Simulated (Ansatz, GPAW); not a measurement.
# benzene-1,3-dithiol between two Pt chains: relaxation, then transmission at several levels, part 3 of 3

How well does benzene-1,3-dithiol between two Pt chains conduct once its atoms have relaxed, and how much do cheaper levels lose?

GPAW 26.7.0 and Ansatz 0.2.0; Ansatz plane waves; relaxation of the junction with the lead ends held (the session's first sound run).

So far, transmission at the Fermi level (one spin): step 4 (double-zeta polarised basis) 0.0359; step 5 (basis szp(dzp)) 0.0132; step 6 (basis sz(dzp)) 0.0145.

## 7. RPBE in the dzp basis: xc = "RPBE"

Level of this step: GPAW LCAO, PAW setups; Landauer transmission from Green's functions with principal layers (ASE), zero bias (GPAW).

Back in the dzp basis, the functional changes from PBE to RPBE, to set the spread between functionals beside that between bases.

Input file run.py:

```python
import json
import numpy as np
from ase import Atoms
from ase.transport.calculators import TransportCalculator
from gpaw import GPAW, FermiDirac
from gpaw.lcao.tools import get_lcao_hamiltonian
from scipy.linalg import eigh

# The junction with lead layers at both ends, along the third cell vector
device = Atoms(
    ['Pt', 'Pt', 'Pt', 'Pt', 'Pt', 'Pt', 'Pt', 'Pt', 'S', 'H', 'C', 'C', 'H', 'C', 'C', 'H', 'C', 'C', 'H', 'S', 'Pt', 'Pt', 'Pt', 'Pt', 'Pt', 'Pt', 'Pt', 'Pt'],
    positions=[
        [9.13731, 4.73012, 1.20000],
        [9.13731, 4.73012, 3.60000],
        [9.13731, 4.73012, 6.00000],
        [9.13731, 4.73012, 8.40000],
        [9.13731, 4.73012, 10.80000],
        [9.13731, 4.73012, 13.20000],
        [9.22618, 6.30660, 14.97271],
        [8.83171, 5.37463, 17.14964],
        [8.87597, 6.09457, 19.16730],
        [11.41317, 4.79953, 18.34547],
        [10.47066, 5.93756, 19.91921],
        [11.55075, 5.25209, 19.32746],
        [9.79877, 7.08378, 21.63429],
        [10.62562, 6.53818, 21.17930],
        [12.77110, 5.17962, 19.99155],
        [13.60738, 4.65468, 19.52946],
        [12.93468, 5.77547, 21.24346],
        [11.85758, 6.45206, 21.84613],
        [13.89254, 5.72486, 21.76073],
        [12.19190, 7.31416, 23.36132],
        [10.70083, 6.95780, 24.86259],
        [10.87446, 5.56258, 26.79201],
        [9.13731, 4.73012, 28.17522],
        [9.13731, 4.73012, 30.57522],
        [9.13731, 4.73012, 32.97522],
        [9.13731, 4.73012, 35.37522],
        [9.13731, 4.73012, 37.77522],
        [9.13731, 4.73012, 40.17522]],
    cell=[[18.27462, 0.0, 0.0], [0.0, 9.46025, 0.0], [0.0, 0.0, 41.37522]],
    pbc=True)

# One principal layer of the lead: the first 5 atoms of the device
lead = Atoms(
    ['Pt', 'Pt', 'Pt', 'Pt', 'Pt'],
    positions=[
        [9.13731, 4.73012, 1.20000],
        [9.13731, 4.73012, 3.60000],
        [9.13731, 4.73012, 6.00000],
        [9.13731, 4.73012, 8.40000],
        [9.13731, 4.73012, 10.80000]],
    cell=[[18.27462, 0.0, 0.0], [0.0, 9.46025, 0.0], [0.0, 0.0, 12.0]],
    pbc=True)

settings = dict(mode='lcao', basis='dzp', xc='RPBE', h=0.2,
                occupations=FermiDirac(0.1), maxiter=250,
                mixer=dict(beta=0.1, nmaxold=8, weight=100.0),
                convergence=dict(density=0.0001))
energies = np.arange(-2, 2 + 1e-9, 0.025)
eta = 0.0001
n1, n2 = 1, 1
# k and -k transmit alike, so half of the mesh across the current serves
mesh = [(i, j) for i in range(n1) for j in range(n2) if (i, j) <= (-i % n1, -j % n2)]
weights = np.array([1 if (i, j) == (-i % n1, -j % n2) else 2 for i, j in mesh]) / (n1 * n2)

# [... helper functions left out ...]
fermi_lead = ground_state(lead, (1, 1, 10), 'lead.txt')
fermi_device = ground_state(device, (1, 1, 2), 'device.txt')
# [... loop over the mesh left out, but for ...]
        # Shift the lead onto the potential of the device's first layer
        shift = ((H[:, 0, 0] - H0[:, 0, 0]) / S0[0, 0]).real.mean()
# [...]
kT = 8.617333e-5 * 300
bias = [0.1, 0.2, 0.5, 1.0, 1.5, 2.0]
# [... integrals and printing left out ...]
```

Started as:

```console
> OMP_NUM_THREADS=1 OPENBLAS_NUM_THREADS=1 python run.py
```

The log of the run:

```text
basis functions: device 556, principal layer 135
Fermi level: lead -5.1486 eV, device -4.7569 eV; lead shifted by -0.0196 eV
largest coupling past the next layer 8.00e-06 eV, largest misfit of the first layer 0.151 eV
  E-E_F (eV)   T (one spin)  [channel counts left out]
    -2.000    9.9168e-02
    -1.975    1.5301e-01
    -1.950    2.1569e-01
[...]
1.975    1.3650e-03
     2.000    1.3472e-03
conductance at 300 K: 0.034572 G0 a cell; thermopower 25.45 uV/K
current from the zero-bias T(E) at 0.1 V: 0.26984 uA
current from the zero-bias T(E) at 0.2 V: 0.55141 uA
current from the zero-bias T(E) at 0.5 V: 1.3417 uA
current from the zero-bias T(E) at 1.0 V: 2.5351 uA
current from the zero-bias T(E) at 1.5 V: 3.5213 uA
current from the zero-bias T(E) at 2.0 V: 4.3906 uA
```

Elapsed: 12 min, on 1 thread of Arm Neoverse N1, shared host; peak memory 2.7 GiB.

This step gave:

| Item | Value |
| --- | --- |
| conductance | 0.03457 G₀ |
| thermopower | 25.45 μV/K |
| largest coupling past the next principal layer | 8.00e-6 eV |
| largest misfit of the first principal layer | 0.1506 eV |
| shift that aligns the lead | -0.01961 eV |
| basis functions of the junction | 556 |
| basis functions of a principal layer | 135 |
| transmission at the Fermi level (one spin) | 0.03396 |

One spin. Table of transmission, zone mean by energy, zero at the Fermi level:

| energy (eV) | transmission, zone mean |
| --- | --- |
| -2.000 | 0.0992 |
| -1.900 | 0.229 |
| -1.800 | 0.246 |
| -1.700 | 0.371 |
| -1.675 | 0.832 |
| -1.600 | 0.130 |
| -1.500 | 0.0513 |
| -1.400 | 0.0221 |
| -1.300 | 0.00788 |
| -1.200 | 0.147 |
| -1.100 | 0.346 |
| -1.000 | 0.0556 |
| -0.900 | 0.0351 |
| -0.800 | 0.0314 |
| -0.700 | 0.0403 |
| -0.600 | 0.0530 |
| -0.500 | 0.0646 |
| -0.400 | 0.0572 |
| -0.300 | 0.0734 |
| -0.200 | 0.0520 |
| -0.100 | 0.0506 |
| 0.000 | 0.0340 |
| 0.100 | 0.0243 |
| 0.200 | 0.0105 |
| 0.300 | 0.00277 |
| 0.400 | 0.00149 |
| 0.500 | 0.00160 |
| 0.600 | 0.00146 |
| 0.700 | 8.8e-4 |
| 0.800 | 0.00255 |
| 0.900 | 0.00453 |
| 1.000 | 0.00660 |
| 1.100 | 0.00796 |
| 1.200 | 0.00772 |
| 1.300 | 0.00621 |
| 1.400 | 0.00456 |
| 1.500 | 0.00331 |
| 1.600 | 0.00249 |
| 1.700 | 0.00197 |
| 1.800 | 0.00164 |
| 1.900 | 0.00145 |
| 2.000 | 0.00135 |

The conductance, 0.0346 G₀, lies 5.5 % below that of the dzp run.

## 8. The structure as built: geometry = "as built"

The dzp basis with PBE on the structure as first built shows what the relaxation was worth.

Edit run.py of step 7 so:

```diff
@@ -18,18 +18,18 @@
         [9.13731, 4.73012, 13.20000],
-        [9.22618, 6.30660, 14.97271],
-        [8.83171, 5.37463, 17.14964],
-        [8.87597, 6.09457, 19.16730],
-        [11.41317, 4.79953, 18.34547],
-        [10.47066, 5.93756, 19.91921],
-        [11.55075, 5.25209, 19.32746],
-        [9.79877, 7.08378, 21.63429],
-        [10.62562, 6.53818, 21.17930],
-        [12.77110, 5.17962, 19.99155],
-        [13.60738, 4.65468, 19.52946],
-        [12.93468, 5.77547, 21.24346],
-        [11.85758, 6.45206, 21.84613],
-        [13.89254, 5.72486, 21.76073],
-        [12.19190, 7.31416, 23.36132],
-        [10.70083, 6.95780, 24.86259],
-        [10.87446, 5.56258, 26.79201],
+        [9.13731, 4.73012, 15.60000],
+        [9.13731, 4.73012, 18.00000],
+        [10.96780, 6.20189, 17.92428],
+        [13.79510, 6.20149, 18.54414],
+        [11.84250, 6.18875, 19.47453],
+        [13.23964, 6.19533, 19.47944],
+        [10.05892, 6.21025, 20.68760],
+        [11.14572, 6.19284, 20.68760],
+        [13.93748, 6.19772, 20.68762],
+        [15.02462, 6.20511, 20.68763],
+        [13.23962, 6.19535, 21.89580],
+        [11.84248, 6.18877, 21.90069],
+        [13.79507, 6.20153, 22.83110],
+        [10.96776, 6.20194, 23.45092],
+        [9.13731, 4.73012, 23.37522],
+        [9.13731, 4.73012, 25.77522],
         [9.13731, 4.73012, 28.17522],
@@ -55,3 +55,3 @@
 
-settings = dict(mode='lcao', basis='dzp', xc='RPBE', h=0.2,
+settings = dict(mode='lcao', basis='dzp', xc='PBE', h=0.2,
                 occupations=FermiDirac(0.1), maxiter=250,
```

The log of the run:

```text
basis functions: device 556, principal layer 135
Fermi level: lead -5.2542 eV, device -4.8930 eV; lead shifted by -0.0015 eV
largest coupling past the next layer 8.09e-06 eV, largest misfit of the first layer 0.188 eV
  E-E_F (eV)   T (one spin)  [channel counts left out]
    -2.000    2.3768e-01
    -1.975    1.9948e-01
    -1.950    1.6852e-01
[...]
1.975    1.9274e-01
     2.000    1.9363e-01
conductance at 300 K: 0.095808 G0 a cell; thermopower 108.7 uV/K
current from the zero-bias T(E) at 0.1 V: 0.81153 uA
current from the zero-bias T(E) at 0.2 V: 2.0723 uA
current from the zero-bias T(E) at 0.5 V: 10.897 uA
current from the zero-bias T(E) at 1.0 V: 17.643 uA
current from the zero-bias T(E) at 1.5 V: 18.205 uA
current from the zero-bias T(E) at 2.0 V: 18.611 uA
```

Run time: 9 min. Hardware: 1 thread; peak memory 2.7 GiB.

This step gave:

```
conductance                                    : 0.09581 G₀
thermopower                                    : 108.7 μV/K
largest coupling past the next principal layer : 8.09e-6 eV
largest misfit of the first principal layer    : 0.1878 eV
shift that aligns the lead                     : -0.001549 eV
transmission at the Fermi level (one spin)     : 0.07464
```

The conductance, 0.0958 G₀, lies 162 % above that of the dzp run.

## 9. All levels side by side

Times are for 1 thread of Arm Neoverse N1, shared host. The series side by side:

| no. | run | conductance (G₀) | time | memory (GiB) |
| --- | --- | --- | --- | --- |
| 1 | dzp | 0.03657 | 12 min | 2.7 |
| 2 | szp | 0.01476 | 7 min | 2.6 |
| 3 | sz | 0.01653 | 5.8 min | 2.6 |
| 4 | dzp RPBE | 0.03457 | 12 min | 2.7 |
| 5 | asbuilt | 0.09581 | 9 min | 2.7 |

## 10. Comparison

The curves are compared point by point over the common energies.

This step: comparison of transmission and cost over codes, levels and geometry (GPAW 26.7.0).

Ladder, by row:

```csv
step,code,T at the Fermi level (sum over the listed spins),conductance (G0),r.m.s. T(E) from the first,wall time (s),peak memory (GiB),threads
dzp,GPAW,0.03594,0.03657,0,692,2.74,1
szp,GPAW,0.01318,0.01476,0.06165,418.1,2.65,1
sz,GPAW,0.01447,0.01653,0.07664,346.1,2.58,1
dzp-RPBE,GPAW,0.03396,0.03457,0.02176,743.8,2.74,1
asbuilt,GPAW,0.07464,0.09581,0.2493,539.6,2.73,1
```

The transmission, zone mean, sum over the listed spins by energy, zero at the Fermi level:

```
energy (eV)      dzp      szp       sz  dzp-RPBE  asbuilt
    -2.0000   0.0976    0.306    0.217    0.0992    0.238
    -1.8000    0.248    0.306    0.305     0.246    0.341
    -1.7500    0.276    0.406    0.231     0.267   0.0579
    -1.6750    0.851    0.345    0.207     0.832   0.0334
    -1.6500    0.514    0.251    0.236     0.624   0.0279
    -1.6250    0.214    0.338    0.102     0.380   0.0238
    -1.5000   0.0535   0.0297  0.00952    0.0513   0.0279
    -1.2500   0.0335   0.0216  0.00417    0.0502   0.0364
    -1.1000    0.305    0.119   0.0710     0.346   0.0548
    -1.0750    0.311    0.224   0.0863     0.249   0.0489
    -1.0000   0.0605   0.0518    0.187    0.0556   0.0224
    -0.7500   0.0338   0.0166   0.0166    0.0349   0.0137
    -0.5000   0.0623   0.0380   0.0300    0.0646   0.0587
    -0.2500   0.0360   0.0270   0.0190    0.0356    0.915
     0.0000   0.0359   0.0132   0.0145    0.0340   0.0746
     0.2500  0.00520   0.0110   0.0155   0.00498  0.00990
     0.5000  0.00169  0.00464  0.00450   0.00160  0.00564
     0.7500  0.00184  0.00365  0.00376   0.00168  0.00114
     1.0000  0.00715  0.00901  0.00839   0.00660  0.00945
     1.2500  0.00681  0.00841  0.00757   0.00706    0.412
     1.5000  0.00306  0.00399  0.00358   0.00331    0.268
     1.7500  0.00168  0.00222  0.00198   0.00179    0.200
     2.0000  0.00129  0.00174  0.00152   0.00135    0.194
```

## 11. Temperature 150

Temperature enters only through the Fermi window.

This step: GPAW LCAO, PAW setups; Landauer transmission from Green's functions with principal layers (ASE), zero bias (GPAW 26.7.0).

Edit run.py of step 8 so:

```diff
@@ -18,18 +18,18 @@
         [9.13731, 4.73012, 13.20000],
-        [9.13731, 4.73012, 15.60000],
-        [9.13731, 4.73012, 18.00000],
-        [10.96780, 6.20189, 17.92428],
-        [13.79510, 6.20149, 18.54414],
-        [11.84250, 6.18875, 19.47453],
-        [13.23964, 6.19533, 19.47944],
-        [10.05892, 6.21025, 20.68760],
-        [11.14572, 6.19284, 20.68760],
-        [13.93748, 6.19772, 20.68762],
-        [15.02462, 6.20511, 20.68763],
-        [13.23962, 6.19535, 21.89580],
-        [11.84248, 6.18877, 21.90069],
-        [13.79507, 6.20153, 22.83110],
-        [10.96776, 6.20194, 23.45092],
-        [9.13731, 4.73012, 23.37522],
-        [9.13731, 4.73012, 25.77522],
+        [9.22618, 6.30660, 14.97271],
+        [8.83171, 5.37463, 17.14964],
+        [8.87597, 6.09457, 19.16730],
+        [11.41317, 4.79953, 18.34547],
+        [10.47066, 5.93756, 19.91921],
+        [11.55075, 5.25209, 19.32746],
+        [9.79877, 7.08378, 21.63429],
+        [10.62562, 6.53818, 21.17930],
+        [12.77110, 5.17962, 19.99155],
+        [13.60738, 4.65468, 19.52946],
+        [12.93468, 5.77547, 21.24346],
+        [11.85758, 6.45206, 21.84613],
+        [13.89254, 5.72486, 21.76073],
+        [12.19190, 7.31416, 23.36132],
+        [10.70083, 6.95780, 24.86259],
+        [10.87446, 5.56258, 26.79201],
         [9.13731, 4.73012, 28.17522],
@@ -73,3 +73,3 @@
 # [...]
-kT = 8.617333e-5 * 300
+kT = 8.617333e-5 * 150
 bias = [0.1, 0.2, 0.5, 1.0, 1.5, 2.0]
```

The log of the run:

```text
basis functions: device 556, principal layer 135
Fermi level: lead -5.2542 eV, device -4.8554 eV; lead shifted by -0.0201 eV
largest coupling past the next layer 8.09e-06 eV, largest misfit of the first layer 0.153 eV
  E-E_F (eV)   T (one spin)  [channel counts left out]
    -2.000    9.7601e-02
    -1.975    1.4931e-01
    -1.950    2.0645e-01
    -1.925    2.2952e-01
    -1.900    2.1666e-01
    -1.875    2.0350e-01
    -1.850    2.0673e-01
    -1.825    2.2488e-01
    -1.800    2.4754e-01
    -1.775    2.6346e-01
    -1.750    2.7622e-01
    -1.725    3.1727e-01
    -1.700    5.1751e-01
    -1.675    8.5060e-01
    -1.650    5.1371e-01
    -1.625    2.1442e-01
[...]
1.825    1.4973e-03
     1.850    1.4512e-03
     1.875    1.4111e-03
     1.900    1.3767e-03
     1.925    1.3476e-03
     1.950    1.3235e-03
     1.975    1.3041e-03
     2.000    1.2892e-03
conductance at 150 K: 0.036064 G0 a cell; thermopower 10.74 uV/K
current from the zero-bias T(E) at 0.1 V: 0.2812 uA
current from the zero-bias T(E) at 0.2 V: 0.5767 uA
current from the zero-bias T(E) at 0.5 V: 1.3947 uA
current from the zero-bias T(E) at 1.0 V: 2.5653 uA
current from the zero-bias T(E) at 1.5 V: 3.5273 uA
current from the zero-bias T(E) at 2.0 V: 4.3545 uA
```

Elapsed: 11 min, on 1 thread; peak memory 2.7 GiB.

Numbers from this step:

```
conductance                                 : 0.03606 G₀
thermopower                                 : 10.74 μV/K
largest misfit of the first principal layer : 0.1525 eV
shift that aligns the lead                  : -0.02005 eV
transmission at the Fermi level (one spin)  : 0.03594
```

One spin. Table of transmission, zone mean by energy, zero at the Fermi level:

energy (eV), transmission, zone mean and a bar:
```
   -2.000      0.098 ###
   -1.800      0.248 #########
   -1.675      0.851 ##############################
   -1.600      0.073 ###
   -1.400      0.020 #
   -1.200      0.139 #####
   -1.075      0.311 ###########
   -1.000      0.061 ##
   -0.800      0.030 #
   -0.600      0.052 ##
   -0.400      0.057 ##
   -0.200      0.050 ##
    0.000      0.036 #
    0.200      0.011 
    0.400      0.002 
    0.600      0.002 
    0.800      0.003 
    1.000      0.007 
    1.200      0.008 
    1.400      0.004 
    1.600      0.002 
    1.800      0.002 
    2.000      0.001
```

Not self-consistent under bias; the bias window is split evenly. Current through one cell, from the zero-bias transmission against bias:

| bias (V) | current through one cell, from the zero-bias transmission (μA) |
| --- | --- |
| 0.100 | 0.281 |
| 0.200 | 0.577 |
| 0.500 | 1.39 |
| 1.000 | 2.57 |
| 1.500 | 3.53 |
| 2.000 | 4.35 |

Table of transmission of the three most open eigenchannels by energy, zero at the Fermi level:

```
energy (eV)  channel 1  channel 2  channel 3
     -2.000     0.0903    0.00734          0
     -1.900      0.197     0.0195     3.3e-7
     -1.800      0.239    0.00875     1.4e-5
     -1.700      0.486     0.0314     9.8e-5
     -1.600     0.0557     0.0177     2.8e-6
     -1.500     0.0367     0.0166     9.5e-5
     -1.400     0.0181    0.00214     7.3e-5
     -1.300    0.00500    0.00132     1.4e-4
     -1.200      0.136    0.00229     5.9e-4
     -1.100      0.301    0.00351     2.4e-4
     -1.000     0.0507    0.00956     2.3e-4
     -0.900     0.0225     0.0128     2.8e-4
     -0.800     0.0184     0.0117     2.8e-4
     -0.700     0.0295    0.00945     3.4e-4
     -0.600     0.0406     0.0105     4.2e-4
     -0.500     0.0461     0.0152     9.8e-4
     -0.400     0.0387     0.0165    0.00137
     -0.300     0.0403     0.0163    0.00170
     -0.200     0.0392     0.0108     1.3e-4
     -0.100     0.0379     0.0157     5.3e-6
      0.000     0.0327    0.00323     9.0e-7
      0.100     0.0247    0.00107     2.3e-7
      0.200     0.0103     6.3e-4     5.2e-8
      0.300    0.00248     4.6e-4    2.1e-10
      0.400    0.00150     7.0e-5    5.3e-10
      0.500    0.00169     5.0e-6    9.7e-10
      0.600    0.00157     3.5e-7     1.7e-9
      0.700    0.00107     4.5e-9     1.0e-9
      0.800    0.00282    7.7e-12          0
      0.900    0.00501    6.6e-12          0
      1.000    0.00715    5.6e-12          0
      1.100    0.00828    4.7e-12          0
      1.200    0.00763    3.9e-12          0
      1.300    0.00589    3.2e-12          0
      1.400    0.00423    2.5e-12          0
      1.500    0.00306    1.9e-12          0
      1.600    0.00231    1.3e-12          0
      1.700    0.00184          0          0
      1.800    0.00155          0          0
      1.900    0.00138          0          0
      2.000    0.00129          0          0
```

With these changes, and at 150 K in place of 300 K, the conductance is 0.0361 G₀ against 0.0366 in the dzp run; T at the Fermi level, which temperature doesn't enter, is 0.0359 against 0.0359.

## 12. What came out

```json
{"conductance": "0.0366 G₀", "transmission at the Fermi level, mean of the spins": "0.0359", "thermopower": "25.2 μV/K"}
```

What this shows: In the dzp basis the junction conducts 0.0366 G₀ at 300 K, with T = 0.0359 a spin at the Fermi level; no smaller basis tried comes within 10 % of that conductance. Relaxation moved atoms by up to 3.1 Å and took the conductance from 0.0958 to 0.0366 G₀, as a ratio about as much as the step from dzp to the minimal basis. The positive thermopower says that the thermally weighted transmission is larger below the Fermi level, as for hole-like transport. Measured against the first run (dzp), the nearest curve is that of dzp-RPBE (r.m.s. 0.022) and the farthest that of asbuilt (0.25). Over the compared runs wall time goes from 346 s (sz) to 744 s (dzp-RPBE), on a shared host. Moves of this size go well beyond a change of bond lengths: the free chain atoms or the scatterer took up a new arrangement, and the name in the title describes the start. The leads kept an estimated spacing and the cell its length, so the junction may be under some tension or compression. The run had no spin polarisation, so a magnetic state, which chains and small molecules with open shells often have, wasn't tested. Spin-orbit coupling is left out, which matters for the heavy atoms here. Semilocal functionals put molecular levels too near the Fermi level, so such conductances usually come out too high, and chain electrodes have a sharper density of states than real ones. Energies count from the junction cell's Fermi level; in the run with T = 0.0359 there, the aligned lead's own level lies at -0.020 eV, where T interpolates to 0.0380; the finite cell leaves the answer open by at least that much. An evenly spaced straight chain is an idealisation: free chains tend to dimerise, zigzag or, where a band edge lies near the Fermi level, turn magnetic. The currents use the zero-bias T(E) throughout, which holds only while the bias is small against the distance to the nearest feature.

[Logs are printed without paths, hosts, clocks, repeated set-up lines and the standing remarks that a program may print on its own settings, such as how far it seeks lower states.]

[Hosts, paths, dates, database ids (printed as entryN), source tags and the programs' standing remarks are cut or masked in the printed files.]
